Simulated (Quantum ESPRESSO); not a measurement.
# CoO: which magnetic order is lowest, part 2 of 2

Wanted: the moments of CoO and the energy of each order that was tried.

Quantum ESPRESSO 7.5; PBE with U = 3.5 eV on Co d (ortho-atomic projectors); plane waves with GBRV 1.5 PBE potentials, no spin-orbit coupling.

So far, absolute magnetization (μB): step 2 (start 1: ferro +) 3.02.

## (3) Run 2, typed as antiferro q=(0,0,1/2) +−

This order needs a doubled cell of 4 atoms. The wavevector q is in fractions of the reciprocal vectors of the crystal's primitive cell, as the cells of these inputs are built from it; moments change sign between cells as cos(2π q·R).

Contents of pw.in:

```
&CONTROL
  calculation = 'scf'
  prefix = 'pwscf'
  outdir = './tmp'
  pseudo_dir = './pseudo'
  disk_io = 'nowf'
/
&SYSTEM
  ibrav = 0
  celldm(1) = 8
  nat = 4
  ntyp = 3
  ecutwfc = 40
  ecutrho = 280
  nbnd = 32
  occupations = 'smearing'
  smearing = 'fd'
  degauss = 0.00367493
  nspin = 2
  starting_magnetization(1) = 0.1765
  starting_magnetization(2) = -0.1765
  starting_magnetization(3) = 0
/
&ELECTRONS
  conv_thr = 8d-09
  electron_maxstep = 150
  mixing_beta = 0.3
/
ATOMIC_SPECIES
Co1    58.9332 co_pbe_v1.2.uspp.F.UPF
Co2    58.9332 co_pbe_v1.2.uspp.F.UPF
O      15.9990 o_pbe_v1.2.uspp.F.UPF
CELL_PARAMETERS alat
   0.0000000000000    0.5034939043300    0.5034939043300
   0.5034939043300    0.0000000000000    0.5034939043300
   1.0069878086600    1.0069878086600    0.0000000000000
ATOMIC_POSITIONS crystal
Co1     0.0000000000    0.0000000000    0.0000000000
Co2     0.0000000000    0.0000000000    0.5000000000
O       0.5000000000    0.5000000000    0.2500000000
O       0.5000000000    0.5000000000    0.7500000000
K_POINTS automatic
10 10 5 0 0 0
HUBBARD {ortho-atomic}
U Co1-3d 3.5000
U Co2-3d 3.5000
```

Launch:

```bash
$ OMP_NUM_THREADS=1 mpirun -n 4 pw.x -nk 4 -in pw.in > pw.out
```

Log:

```text
[banner, memory and clock lines left out]
Program PWSCF v.7.5 starts

     Message from routine setup:
     using ibrav=0 with symmetry is DISCOURAGED, use correct ibrav instead

     bravais-lattice index     =            0
     lattice parameter (alat)  =       8.0000  a.u.
     unit-cell volume          =     261.4042 (a.u.)^3
     number of atoms/cell      =            4
     number of atomic types    =            3
     number of electrons       =        46.00
     number of Kohn-Sham states=           32
     kinetic-energy cutoff     =      40.0000  Ry
     charge density cutoff     =     280.0000  Ry
     scf convergence threshold =      8.0E-09
     mixing beta               =       0.3000
     number of iterations used =            8  plain     mixing
     Exchange-correlation= SLA  PW   PBE  PBE
                           (   1   4   3   4   0   0   0)
     Hubbard projectors: ortho-atomic
     Hubbard parameters of DFT+U (Dudarev formulation) in eV:
     U(Co1-3d) =  3.5000
     U(Co2-3d) =  3.5000

     Internal variables: lda_plus_u =T, lda_plus_u_kind = 0

     Internal variables: orbital_resolved =F, hub_pot_fix =F, apply_U = F

     celldm(1)=   8.000000  celldm(2)=   0.000000  celldm(3)=   0.000000
     celldm(4)=   0.000000  celldm(5)=   0.000000  celldm(6)=   0.000000

     crystal axes: (cart. coord. in units of alat)
               a(1) = (   0.000000   0.503494   0.503494 )
               a(2) = (   0.503494   0.000000   0.503494 )
               a(3) = (   1.006988   1.006988   0.000000 )

     reciprocal axes: (cart. coord. in units 2 pi/alat)
               b(1) = ( -0.993061  0.993061  0.993061 )
               b(2) = (  0.993061 -0.993061  0.993061 )
               b(3) = (  0.496530  0.496530 -0.496530 )

     PseudoPot. # 1 for Co read from file:
     co_pbe_v1.2.uspp.F.UPF
     Pseudo is Ultrasoft + core correction, Zval = 17.0

     PseudoPot. # 2 for Co read from file:
     co_pbe_v1.2.uspp.F.UPF
     Pseudo is Ultrasoft + core correction, Zval = 17.0

     PseudoPot. # 3 for O  read from file:
     o_pbe_v1.2.uspp.F.UPF
     Pseudo is Ultrasoft + core correction, Zval =  6.0

     atomic species   valence    mass     pseudopotential
     Co1              17.00    58.93320     Co( 1.00)
     Co2              17.00    58.93320     Co( 1.00)
     O                 6.00    15.99900     O ( 1.00)

     Starting magnetic structure
     atomic species   magnetization
     Co1             0.176
     Co2            -0.176
     O               0.000

     12 Sym. Ops., with inversion, found

   Cartesian axes

     site n.     atom                  positions (alat units)
         1        Co1    tau(   1) = (   0.0000000   0.0000000   0.0000000  )
         2        Co2    tau(   2) = (   0.5034939   0.5034939   0.0000000  )
         3        O      tau(   3) = (   0.5034939   0.5034939   0.5034939  )
         4        O      tau(   4) = (   1.0069878   1.0069878   0.5034939  )

     number of k points=    58  Fermi-Dirac smearing, width (Ry)=  0.0037
                       cart. coord. in units 2pi/alat
        k(    1) = (   0.0000000   0.0000000   0.0000000), wk =   0.0020000
        k(    2) = (   0.0993061   0.0993061  -0.0993061), wk =   0.0040000
        k(    3) = (   0.1986121   0.1986121  -0.1986121), wk =   0.0040000
        k(    4) = (   0.0993061  -0.0993061   0.0993061), wk =   0.0120000
        k(    5) = (   0.1986121  -0.0000000   0.0000000), wk =   0.0120000
        [... 53 further k-points ...]

     Dense  grid:    20749 G-vectors     FFT dimensions: (  32,  32,  64)

     Smooth grid:     8953 G-vectors     FFT dimensions: (  24,  24,  45)

     Check: negative core charge=   -0.000039
     Generating pointlists ...
     new r_m :   0.2077 (alat units)  1.6615 (a.u.) for type    1
     new r_m :   0.2077 (alat units)  1.6615 (a.u.) for type    2
     new r_m :   0.2077 (alat units)  1.6615 (a.u.) for type    3

     Initial potential from superposition of free atoms

     starting charge      44.0000, renormalised to      46.0000

     STARTING HUBBARD OCCUPATIONS:

     =================== HUBBARD OCCUPATIONS ===================
     ------------------------ ATOM    1 ------------------------
     Tr[ns(  1)] (up, down, total) =   5.00000  2.00000  7.00000
     Atomic magnetic moment for atom   1 =   3.00000
     [... lines left out ...]
     ------------------------ ATOM    2 ------------------------
     Tr[ns(  2)] (up, down, total) =   2.00000  5.00000  7.00000
     Atomic magnetic moment for atom   2 =  -3.00000
     [... lines left out ...]
     Number of occupied Hubbard levels =   14.0000

     Atomic wfc used for Hubbard projectors are orthogonalized

     Starting wfcs are   34 randomized atomic wfcs

     Self-consistent Calculation

     iteration #  1     ecut=    40.00 Ry     beta= 0.30
     Davidson diagonalization with overlap
     ethr =  1.00E-02,  avg # of iterations =  3.0

     =================== HUBBARD OCCUPATIONS ===================
     ------------------------ ATOM    1 ------------------------
     Tr[ns(  1)] (up, down, total) =   4.61800  0.94891  5.56690
     Atomic magnetic moment for atom   1 =   3.66909
     [... lines left out ...]
     ------------------------ ATOM    2 ------------------------
     Tr[ns(  2)] (up, down, total) =   0.94937  4.61797  5.56733
     Atomic magnetic moment for atom   2 =  -3.66860
     [... lines left out ...]
     Number of occupied Hubbard levels =   11.1342

     total energy              =    -657.65643856 Ry
     estimated scf accuracy    <      11.89263502 Ry

     total magnetization       =     0.00 Bohr mag/cell
     absolute magnetization    =     7.50 Bohr mag/cell

     iteration #  2     ecut=    40.00 Ry     beta= 0.30
     Davidson diagonalization with overlap
     ethr =  1.00E-02,  avg # of iterations =  2.5

     total energy              =    -659.59041359 Ry
     estimated scf accuracy    <       9.74398511 Ry

     total magnetization       =    -0.00 Bohr mag/cell
     absolute magnetization    =     2.31 Bohr mag/cell

     [... further iterations left out ...]

     iteration # 20     ecut=    40.00 Ry     beta= 0.30
     Davidson diagonalization with overlap
     ethr =  2.57E-10,  avg # of iterations =  1.0

     total energy              =    -661.19545960 Ry
     estimated scf accuracy    <       0.00000001 Ry

     total magnetization       =     0.00 Bohr mag/cell
     absolute magnetization    =     5.44 Bohr mag/cell

     iteration # 21     ecut=    40.00 Ry     beta= 0.30
     Davidson diagonalization with overlap
     ethr =  2.47E-11,  avg # of iterations =  1.0

     Magnetic moment per site  (integrated on atomic sphere of radius R)
     atom   1 (R=0.208)  charge= 14.6057  magn=  2.5502
     atom   2 (R=0.208)  charge= 14.6057  magn= -2.5502
     atom   3 (R=0.208)  charge=  5.7818  magn= -0.0000
     atom   4 (R=0.208)  charge=  5.7818  magn= -0.0000

     End of self-consistent calculation

     =================== HUBBARD OCCUPATIONS ===================
     ------------------------ ATOM    1 ------------------------
     Tr[ns(  1)] (up, down, total) =   4.96276  2.34325  7.30601
     Atomic magnetic moment for atom   1 =   2.61950
     [... lines left out ...]
     ------------------------ ATOM    2 ------------------------
     Tr[ns(  2)] (up, down, total) =   2.34328  4.96276  7.30603
     Atomic magnetic moment for atom   2 =  -2.61948
     [... lines left out ...]
     Number of occupied Hubbard levels =   14.6120

     Number of k-points >= 100: set verbosity='high' to print the bands.

     the Fermi energy is    13.1693 ev

!    total energy              =    -661.19545961 Ry
     estimated scf accuracy    <          1.1E-09 Ry
     smearing contrib. (-TS)   =      -0.00483840 Ry
     internal energy E=F+TS    =    -661.19062121 Ry

     The total energy is F=E-TS. E is the sum of the following terms:
     one-electron contribution =    -365.98172916 Ry
     hartree contribution      =     209.73392674 Ry
     xc contribution           =     -80.05548445 Ry
     ewald contribution        =    -425.12572344 Ry
     Hubbard energy            =       0.23838911 Ry

     total magnetization       =     0.00 Bohr mag/cell
     absolute magnetization    =     5.44 Bohr mag/cell

     convergence has been achieved in  21 iterations
```

Elapsed: 27 s, on 4 MPI ranks of Intel Xeon Platinum 8488C (Sapphire Rapids), shared host; peak memory 0.44 GiB; 1.8 min of CPU time.

Spin moment in the atom's sphere by atom:

| atom | spin moment in the atom's sphere (μB) |
| --- | --- |
| Co1 | 2.55 |
| Co2 | -2.55 |
| O3 | 0.00 |
| O4 | 0.00 |

Numbers from this step:

```
smearing term TS       : 0.06583 eV
magnetization          : 0 μB
absolute magnetization : 5.441 μB
final state            : antiferromagnetic
```

Spin density in the ac plane at fractional y = 0.000, with atoms of Co within 0.2 Å of it.

Ten even steps from '_' (-9.38 × 1e0 e/Å³) to '@' (9.38 × 1e0 e/Å³), each cell a mean:
```
%%%%**++++++++++====++++++++++**
++**++++++++++++======++++++++++
++++++++++++++++========++++++++
++++++++++++++++============++++
++++++++++++++++====++++++++++++
++++============++++++++++++++++
================================
======++++++++++++==============
========++++++++++==============
==========++++++++==============
::--========++++++==========--::
__..--========++++++========--..
....--==========++++==========--
==--============++++++==========
================++++++++========
================++++++++++++====
================++++============
====++++++++++++================
++++++++++++++++++++++++++++++++
++++++============++++++++++++++
++++++++==========++++++++++++++
++++++++++========++++++++++++++
##**++++++++======++++++++++**##
@@%%**++++++++======++++++++**%%
```
Columns run along a (3.0 Å), rows up along c (6.0 Å). Atoms in or near the plane, at fractional coordinates: Co at (0.00, 0.00), Co at (0.00, 0.50).

Valence density in the ac plane at fractional y = 0.000, with atoms of Co within 0.2 Å of it. It is the smooth field of the valence electrons, not physical close to the nuclei.

Values in e/Å³, 24 rows by 16 columns, each cell a mean:
```
33 34 21  8  2  1  0  0  0  0  0  0  1  2  7 19
11 15 13  6  2  1  0  0  0  0  0  0  0  1  2  5
 2  4  4  3  1  1  0  0  0  0  0  0  0  0  0  1
 0  1  1  1  1  0  0  0  0  0  0  0  0  0  0  0
 0  0  0  0  0  0  0  0  0  0  0  0  0  0  0  0
 0  0  0  0  0  0  0  0  0  0  0  0  0  0  0  0
 0  0  0  0  0  0  0  0  0  0  0  0  0  0  0  0
 0  0  0  0  0  0  0  0  0  0  0  0  0  1  1  0
 1  1  0  0  0  0  0  0  0  0  0  1  1  2  2  2
 8  4  1  0  0  0  0  0  0  0  0  1  2  6 10 12
28 15  5  1  0  0  0  0  0  0  0  1  2  8 20 30
48 34 15  4  1  0  0  0  0  0  0  0  1  6 18 38
33 34 21  8  2  1  0  0  0  0  0  0  1  2  7 19
11 15 13  6  2  1  0  0  0  0  0  0  0  1  2  5
 2  4  4  3  1  1  0  0  0  0  0  0  0  0  0  1
 0  1  1  1  1  0  0  0  0  0  0  0  0  0  0  0
 0  0  0  0  0  0  0  0  0  0  0  0  0  0  0  0
 0  0  0  0  0  0  0  0  0  0  0  0  0  0  0  0
 0  0  0  0  0  0  0  0  0  0  0  0  0  0  0  0
 0  0  0  0  0  0  0  0  0  0  0  0  0  1  1  0
 1  1  0  0  0  0  0  0  0  0  0  1  1  2  2  2
 8  4  1  0  0  0  0  0  0  0  0  1  2  6 10 12
28 15  5  1  0  0  0  0  0  0  0  1  2  8 20 30
48 34 15  4  1  0  0  0  0  0  0  0  1  6 18 38
```
Columns run along a (3.0 Å), rows up along c (6.0 Å). Atoms in or near the plane, at fractional coordinates: Co at (0.00, 0.00), Co at (0.00, 0.50).

## (4) Run 3 (antiferro q=(0,1/2,1/2) +−)

The cell is doubled to 4 atoms to hold this order.

pw.in: that of step 3 with these lines changed.

```diff
@@ -34,11 +34,11 @@
    0.0000000000000    0.5034939043300    0.5034939043300
-   0.5034939043300    0.0000000000000    0.5034939043300
-   1.0069878086600    1.0069878086600    0.0000000000000
+   1.0069878086600    0.0000000000000    1.0069878086600
+   1.0069878086600    0.5034939043300    0.5034939043300
 ATOMIC_POSITIONS crystal
 Co1     0.0000000000    0.0000000000    0.0000000000
-Co2     0.0000000000    0.0000000000    0.5000000000
-O       0.5000000000    0.5000000000    0.2500000000
-O       0.5000000000    0.5000000000    0.7500000000
+Co2     0.0000000000    0.5000000000    0.0000000000
+O       0.5000000000    0.0000000000    0.5000000000
+O       0.5000000000    0.5000000000    0.5000000000
 K_POINTS automatic
-10 10 5 0 0 0
+10 5 10 0 0 0
 HUBBARD {ortho-atomic}
```

Log:

```text
     [... lines left out ...]
Program PWSCF v.7.5 starts
     [... lines left out ...]
     number of atoms/cell      =            4
     [... lines left out ...]
     number of electrons       =        46.00
     number of Kohn-Sham states=           32
     kinetic-energy cutoff     =      40.0000  Ry
     charge density cutoff     =     280.0000  Ry
     scf convergence threshold =      8.0E-09
     [... lines left out ...]
     16 Sym. Ops., with inversion, found
     [... lines left out ...]
     number of k points=    63  Fermi-Dirac smearing, width (Ry)=  0.0037
     [... lines left out ...]
     iteration # 26     ecut=    40.00 Ry     beta= 0.30
     [... lines left out ...]
     Magnetic moment per site  (integrated on atomic sphere of radius R)
     atom   1 (R=0.208)  charge= 14.6328  magn=  2.3951
     atom   2 (R=0.208)  charge= 14.6328  magn= -2.3950
     atom   3 (R=0.208)  charge=  5.7623  magn= -0.0458
     atom   4 (R=0.208)  charge=  5.7623  magn=  0.0459
     [... lines left out ...]
     Tr[ns(  1)] (up, down, total) =   4.91056  2.44360  7.35416
     [... lines left out ...]
     Tr[ns(  2)] (up, down, total) =   2.44366  4.91052  7.35418
     [... lines left out ...]
     the Fermi energy is    13.0840 ev
!    total energy              =    -661.18341543 Ry
     estimated scf accuracy    <          2.8E-09 Ry
     smearing contrib. (-TS)   =      -0.00569676 Ry
     [... lines left out ...]
     total magnetization       =     0.00 Bohr mag/cell
     absolute magnetization    =     5.15 Bohr mag/cell
     convergence has been achieved in  26 iterations
```

Wall time 52 s (4 MPI ranks); peak memory 0.5 GiB; 3.4 min of CPU time.

Spin moment in the atom's sphere by atom:

| atom | spin moment in the atom's sphere (μB) |
| --- | --- |
| Co1 | 2.40 |
| Co2 | -2.40 |
| O3 | -0.05 |
| O4 | 0.05 |

Numbers from this step:

```yaml
smearing_term_ts: 0.07751 eV
magnetization: 0 μB
absolute_magnetization: 5.152 μB
final_state: antiferromagnetic
```

## (5) Run 4 (no spin polarisation)

Contents of pw.in:

```
&CONTROL
  calculation = 'scf'
  prefix = 'pwscf'
  outdir = './tmp'
  pseudo_dir = './pseudo'
  disk_io = 'nowf'
/
&SYSTEM
  ibrav = 0
  celldm(1) = 8
  nat = 2
  ntyp = 2
  ecutwfc = 40
  ecutrho = 280
  nbnd = 18
  occupations = 'smearing'
  smearing = 'fd'
  degauss = 0.00367493
/
&ELECTRONS
  conv_thr = 4d-09
  electron_maxstep = 150
  mixing_beta = 0.3
/
ATOMIC_SPECIES
Co     58.9332 co_pbe_v1.2.uspp.F.UPF
O      15.9990 o_pbe_v1.2.uspp.F.UPF
CELL_PARAMETERS alat
   0.0000000000000    0.5034939043300    0.5034939043300
   0.5034939043300    0.0000000000000    0.5034939043300
   0.5034939043300    0.5034939043300    0.0000000000000
ATOMIC_POSITIONS crystal
Co      0.0000000000    0.0000000000    0.0000000000
O       0.5000000000    0.5000000000    0.5000000000
K_POINTS automatic
10 10 10 0 0 0
HUBBARD {ortho-atomic}
U Co-3d 3.5000
```

Log:

```text
     [... lines left out ...]
Program PWSCF v.7.5 starts
     [... lines left out ...]
     number of atoms/cell      =            2
     [... lines left out ...]
     number of electrons       =        23.00
     number of Kohn-Sham states=           18
     kinetic-energy cutoff     =      40.0000  Ry
     charge density cutoff     =     280.0000  Ry
     scf convergence threshold =      4.0E-09
     [... lines left out ...]
     48 Sym. Ops., with inversion, found
     [... lines left out ...]
     number of k points=    47  Fermi-Dirac smearing, width (Ry)=  0.0037
     [... lines left out ...]
     iteration # 12     ecut=    40.00 Ry     beta= 0.30
     [... lines left out ...]
     Tr[ns(  1)] =   7.53601
     [... lines left out ...]
     the Fermi energy is    13.7942 ev
!    total energy              =    -330.54126634 Ry
     estimated scf accuracy    <          4.7E-10 Ry
     smearing contrib. (-TS)   =      -0.00174460 Ry
     [... lines left out ...]
     convergence has been achieved in  12 iterations
```

Wall time 3.5 s (4 MPI ranks); peak memory 0.29 GiB; 13 s of CPU time.

Numbers from this step:

| Quantity | Value |
| --- | --- |
| smearing term TS | 0.02374 eV |
| final state | non-magnetic (no spin polarisation) |

## (6) Energies of the orders

An order is kept where moments of 0.15 μB or more survive with the typed signs; meshes match where a doubled cell samples the same k points as the first cell.

Orders:

| start | final state | typed order kept | energy over the lowest (meV a seeded atom) | largest site moment (μB) | net moment (μB a cell of the first run) | mesh matched | CPU time (s) |
| --- | --- | --- | --- | --- | --- | --- | --- |
| ferro + | ferromagnetic | yes | 39.41 | 2.611 | 2.991 | yes | 27.44 |
| antiferro q=(0,0,1/2) +- | antiferromagnetic | yes | 0 | 2.55 | 0 | yes | 107.9 |
| antiferro q=(0,1/2,1/2) +- | antiferromagnetic | yes | 81.93 | 2.395 | 0 | yes | 206.1 |
| no spin polarisation | non-magnetic | - | 768.2 | 0 | 0 | yes | 13.23 |

## (7) Occupations of the corrected shells in the lowest state

Occupations of the Hubbard shells:

| block | type | shell | spin | electrons | occupation numbers |
| --- | --- | --- | --- | --- | --- |
| 1 | Co1 | 3d | up | 4.963 | 0.989 0.989 0.995 0.995 0.995 |
| 1 | Co1 | 3d | down | 2.343 | 0.143 0.143 0.671 0.671 0.715 |
| 2 | Co2 | 3d | up | 2.343 | 0.143 0.143 0.671 0.671 0.715 |
| 2 | Co2 | 3d | down | 4.963 | 0.989 0.989 0.995 0.995 0.995 |

## (8) Outcome

```
lowest state found                       : antiferromagnetic (from antiferro q=(0,0,1/2) +-)
largest site moment                      : 2.55 μB
next state with moments                  : ferromagnetic, 39.4 meV a seeded atom higher
state without moments (under the same U) : 768 meV a seeded atom higher
```

What this shows: Under a U the spinless run pays the Hubbard penalty of a partly filled shell, so its energy overstates what forming the moments gains. Only these 4 starts were compared; other wavevectors, canted and longer-period orders were not. The smearing term is large for its width, so states at the Fermi level are partly filled: at this level the cell is a metal or has a gap of a few widths at most. Degenerate orbitals of a corrected shell are partly filled. Whether a state of lower symmetry lies under this one was not tested; under a U it often does.

[Logs and program files are shortened in this print: banners, set-up blocks, solver, clock and traceback lines can be left out without a mark of their own.]

[Logs are printed without paths, hosts, clocks, repeated set-up lines and the standing remarks that a program may print on its own settings, such as how far it seeks lower states.]

[Hosts, paths, dates, database ids (printed as entryN), source tags and the programs' standing remarks are cut or masked in the printed files.]

[Where a cell is said to come from a database of computed structures, the database is the Materials Project.]
